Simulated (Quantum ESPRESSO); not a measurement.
# 1T-HfO2, 1 layer: a series in biaxial strain, part 3 of 7

Aim: how the results for 1T-HfO2, 1 layer change with biaxial strain.

Quantum ESPRESSO 7.5; plane-wave DFT, PBE, GBRV ultrasoft pseudopotentials.

So far. Step 2 (Variable-cell relaxation of the reference):  The last row is no step: it is a fresh SCF in the final cell with a new plane-wave basis, +0 meV from the row before. Step 3 (Relaxation with pw.x, -4 %): The relaxation lowers the energy by 26 meV an atom.

## 4. Ground state, -4 %

The self-consistent run of this member.

m0.scf.in reads:

```
&control
  prefix = 'm0.scf'
  outdir = './out'
  pseudo_dir = './pseudo'
  calculation = 'scf'
  tprnfor = .true.
/
&system
  ibrav = 0
  nat = 3
  ntyp = 2
  ecutwfc = 40
  ecutrho = 200
  occupations = 'smearing'
  smearing = 'fd'
  degauss = 0.002
  nbnd = 16
/
&electrons
  conv_thr = 1e-09
  mixing_beta = 0.4
  electron_maxstep = 120
  mixing_mode = 'plain'
/
ATOMIC_SPECIES
  O   15.9990  o_pbe_v1.2.uspp.F.UPF
  Hf  178.4900  hf_pbe_v1.uspp.F.UPF
CELL_PARAMETERS angstrom
  3.11666098272000 0.00000000000000 0.00000000000000
  -1.55833049184000 2.69910758592000 0.00000000000000
  0.00000000000000 0.00000000000000 17.51859087600000
ATOMIC_POSITIONS crystal
  O   0.666666666700 0.333333333300 0.441328759000
  Hf  0.000000000000 0.000000000000 0.500000000000
  O   0.333333333300 0.666666666700 0.558671241000
K_POINTS automatic
  12 12 1 0 0 0
```

Command:

```bash
$ OMP_NUM_THREADS=1 mpirun -n 4 pw.x -nk 4 -in m0.scf.in > m0.scf.out
```

The program printed:

```text
[banner, memory and clock lines left out]
Program PWSCF v.7.5 starts
[citation notice left out]

[...]
Message from routine setup:
[...]
bravais-lattice index     =            0
     lattice parameter (alat)  =       5.8896  a.u.
     unit-cell volume          =     994.5017 (a.u.)^3
     number of atoms/cell      =            3
     number of atomic types    =            2
     number of electrons       =        24.00
     number of Kohn-Sham states=           16
     kinetic-energy cutoff     =      40.0000  Ry
     charge density cutoff     =     200.0000  Ry
     scf convergence threshold =      1.0E-09
     mixing beta               =       0.4000
     number of iterations used =            8  plain     mixing
     Exchange-correlation= SLA  PW   PBE  PBE
                           (   1   4   3   4   0   0   0)

[...]
PseudoPot. # 1 for O  read from file:
     ./pseudo/o_pbe_v1.2.uspp.F.UPF
     Pseudo is Ultrasoft + core correction, Zval =  6.0
     Generated by new atomic code, or converted to UPF format
     Using radial grid of  737 points,  5 beta functions with:
                l(1) =   0
                l(2) =   0
                l(3) =   1
                l(4) =   1
                l(5) =   2
     Q(r) pseudized with  8 coefficients,  rinner =    0.900   0.900   0.900
                                                       0.900   0.900

     PseudoPot. # 2 for Hf read from file:
     ./pseudo/hf_pbe_v1.uspp.F.UPF
     Pseudo is Ultrasoft + core correction, Zval = 12.0
     Generated by new atomic code, or converted to UPF format
     Using radial grid of  921 points,  8 beta functions with:
                l(1) =   0
                l(2) =   0
                l(3) =   0
                l(4) =   1
                l(5) =   1
                l(6) =   2
                l(7) =   2
                l(8) =   3
     Q(r) pseudized with  6 coefficients,  rinner =    1.200   1.200   1.200
                                                       1.200   1.200   1.200
                                                       1.200

     atomic species   valence    mass     pseudopotential
     O                 6.00    15.99900     O ( 1.00)
     Hf               12.00   178.49000     Hf( 1.00)

     12 Sym. Ops., with inversion, found

[...]
number of k points=    19  Fermi-Dirac smearing, width (Ry)=  0.0020
[...]
Dense  grid:    47447 G-vectors     FFT dimensions: (  27,  27, 150)

     Smooth grid:    34003 G-vectors     FFT dimensions: (  24,  24, 135)

     Check: negative core charge=   -0.000017

     Initial potential from superposition of free atoms

     starting charge      22.0000, renormalised to      24.0000

     negative rho (up, down):  1.122E-01 0.000E+00
     Starting wfcs are   21 randomized atomic wfcs

     per-process dynamical memory:    44.0 Mb

     Self-consistent Calculation

     iteration #  1     ecut=    40.00 Ry     beta= 0.40
     Davidson diagonalization with overlap
     ethr =  1.00E-02,  avg # of iterations =  7.1

     negative rho (up, down):  1.087E-01 0.000E+00

     total energy              =    -223.89893139 Ry
     estimated scf accuracy    <       0.95452056 Ry

     iteration #  2     ecut=    40.00 Ry     beta= 0.40
[...]
negative rho (up, down):  1.082E-01 0.000E+00

[...]
total energy              =    -223.97435942 Ry
     estimated scf accuracy    <       0.16603406 Ry

     iteration #  3     ecut=    40.00 Ry     beta= 0.40
[...]
negative rho (up, down):  1.089E-01 0.000E+00

[...]
total energy              =    -223.98038885 Ry
     estimated scf accuracy    <       0.02334203 Ry

     iteration #  4     ecut=    40.00 Ry     beta= 0.40
[...]
negative rho (up, down):  1.097E-01 0.000E+00

[...]
total energy              =    -223.98492446 Ry
     estimated scf accuracy    <       0.00102334 Ry

     iteration #  5     ecut=    40.00 Ry     beta= 0.40
[...]
negative rho (up, down):  1.100E-01 0.000E+00

[...]
total energy              =    -223.98510336 Ry
     estimated scf accuracy    <       0.00013144 Ry

     iteration #  6     ecut=    40.00 Ry     beta= 0.40
[...]
negative rho (up, down):  1.100E-01 0.000E+00

[...]
total energy              =    -223.98511187 Ry
     estimated scf accuracy    <       0.00003627 Ry

[...]
iteration #  9     ecut=    40.00 Ry     beta= 0.40
[...]
negative rho (up, down):  1.100E-01 0.000E+00

[...]
total energy              =    -223.98512266 Ry
     estimated scf accuracy    <       0.00000001 Ry

     iteration # 10     ecut=    40.00 Ry     beta= 0.40
[...]
negative rho (up, down):  1.100E-01 0.000E+00

[...]
total energy              =    -223.98512266 Ry
     estimated scf accuracy    <       0.00000002 Ry

     iteration # 11     ecut=    40.00 Ry     beta= 0.40
[...]
negative rho (up, down):  1.100E-01 0.000E+00

[...]
total energy              =    -223.98512267 Ry
     estimated scf accuracy    <          1.2E-09 Ry

     iteration # 12     ecut=    40.00 Ry     beta= 0.40
[...]
negative rho (up, down):  1.100E-01 0.000E+00

[...]
End of self-consistent calculation

          k = 0.0000 0.0000 0.0000 (  4201 PWs)   bands (ev):

   -63.6397 -32.6153 -32.0470 -32.0470 -21.1073 -19.1194  -7.5226  -7.4069
    -7.4069  -4.6734  -4.1579  -4.1579   1.5403   2.3003   3.0866   3.2864

          k = 0.0000 0.0962 0.0000 (  4209 PWs)   bands (ev):

   -63.6356 -32.5974 -32.1322 -32.0617 -20.9751 -19.2021  -7.4409  -7.3865
    -7.3189  -4.5814  -4.4365  -4.2618   1.4770   1.7258   2.5275   3.1885

[...]
the Fermi energy is    -1.5170 ev

!    total energy              =    -223.98512267 Ry
     estimated scf accuracy    <          6.6E-11 Ry
     smearing contrib. (-TS)   =       0.00000000 Ry
     internal energy E=F+TS    =    -223.98512267 Ry

     The total energy is F=E-TS. E is the sum of the following terms:
     one-electron contribution =    -942.93390166 Ry
     hartree contribution      =     472.86619041 Ry
     xc contribution           =     -90.59606600 Ry
     ewald contribution        =     336.67865457 Ry

     convergence has been achieved in  12 iterations

     negative rho (up, down):  1.100E-01 0.000E+00

     Forces acting on atoms (cartesian axes, Ry/au):

     atom    1 type  1   force =    -0.00000000   -0.00000000   -0.00035392
     atom    2 type  2   force =    -0.00000000    0.00000000    0.00000000
     atom    3 type  1   force =     0.00000000   -0.00000000    0.00035392

     Total force =     0.000501     Total SCF correction =     0.000013

[...]
```

The job ended after 20 s (4 MPI ranks of Intel Xeon Platinum 8259CL at 2.50GHz (Skylake/Cascade Lake), shared host; peak memory 0.44 GiB).

Numbers from this step:

* free energy: -3047.4728 eV
* Fermi energy: -1.517 eV
* valence top, on the run's zero: -4.005 eV
* conduction bottom, on the run's zero: 0.7939 eV
* gap by band count: 4.798 eV

## 5. Potential by pp.x, -4 %

plot_num = 11 writes the bare and Hartree potential, from which vacuum levels or, in a crystal, the mean potential are read.

m0.pot.in reads:

```
&inputpp
  prefix = 'm0.scf'
  outdir = './out'
  filplot = 'm0.pot.dat'
  plot_num = 11
/
```

Command:

```bash
$ OMP_NUM_THREADS=1 mpirun -n 4 pp.x -in m0.pot.in > m0.pot.out
```

The program printed:

```text
[banner, memory and clock lines left out]
Program POST-PROC v.7.5 starts

          URL

     ./out/m0.scf.save/

     IMPORTANT: XC functional enforced from input :
     Exchange-correlation= PBE
                           (   1   4   3   4   0   0   0)
     Any further DFT definition will be discarded
     Please, verify this is what you really want

     Check: negative core charge=   -0.000017

     negative rho (up, down):  1.100E-01 0.000E+00

     Calling punch_plot, plot_num =  11
     Writing data to file  m0.pot.dat
     Message from routine chdens:
     namelist plot not found or invalid, exiting
```

The job ended after 1.8 s (4 MPI ranks; peak memory 0.11 GiB; 6 s of CPU time).

Numbers from this step:

- slope of the potential above: 9.11e-7 eV/Å
- upper vacuum line continued to the top atoms, over the valence top: 8.295 eV
- slope of the potential below: -6.57e-6 eV/Å
- lower vacuum line continued to the bottom atoms, over the valence top: 8.295 eV
- vacuum level at the upper face over the valence top of the mesh: 8.295 eV
- vacuum level at the lower face over the valence top of the mesh: 8.295 eV

Electrostatic potential energy of an electron; zero at the highest filled level of the SCF mesh. The potential energy, planar mean by z:

| z (Å) | potential energy, planar mean (eV) |
| --- | --- |
| 0.0 | 8.30 |
| 0.5 | 8.30 |
| 1.0 | 8.30 |
| 1.5 | 8.30 |
| 2.0 | 8.30 |
| 2.5 | 8.30 |
| 3.0 | 8.30 |
| 3.5 | 8.30 |
| 4.0 | 8.30 |
| 4.5 | 8.29 |
| 5.0 | 8.29 |
| 5.5 | 8.29 |
| 6.0 | 8.24 |
| 6.5 | 7.98 |
| 7.0 | 6.37 |
| 7.5 | -2.68 |
| 8.0 | -8.35 |
| 8.5 | -6.24 |
| 9.0 | -6.18 |
| 9.5 | -8.27 |
| 10.0 | -3.14 |
| 10.5 | 6.22 |
| 11.0 | 7.96 |
| 11.5 | 8.24 |
| 12.0 | 8.28 |
| 12.5 | 8.29 |
| 13.0 | 8.29 |
| 13.5 | 8.30 |
| 14.0 | 8.30 |
| 14.5 | 8.30 |
| 15.0 | 8.30 |
| 15.5 | 8.30 |
| 16.0 | 8.30 |
| 16.5 | 8.30 |
| 17.0 | 8.30 |

[end of part 3 of 7]

[Logs are printed without paths, hosts, clocks, repeated set-up lines and the standing remarks that a program may print on its own settings, such as how far it seeks lower states.]

[Hosts, paths, dates, database ids (printed as entryN), source tags and the programs' standing remarks are cut or masked in the printed files.]

[Maps of the electrostatic potential energy from Ansatz leave out the sawtooth potential of an applied field or a dipole correction, so their vacuum need not be flat; planar profiles and work functions include it.]
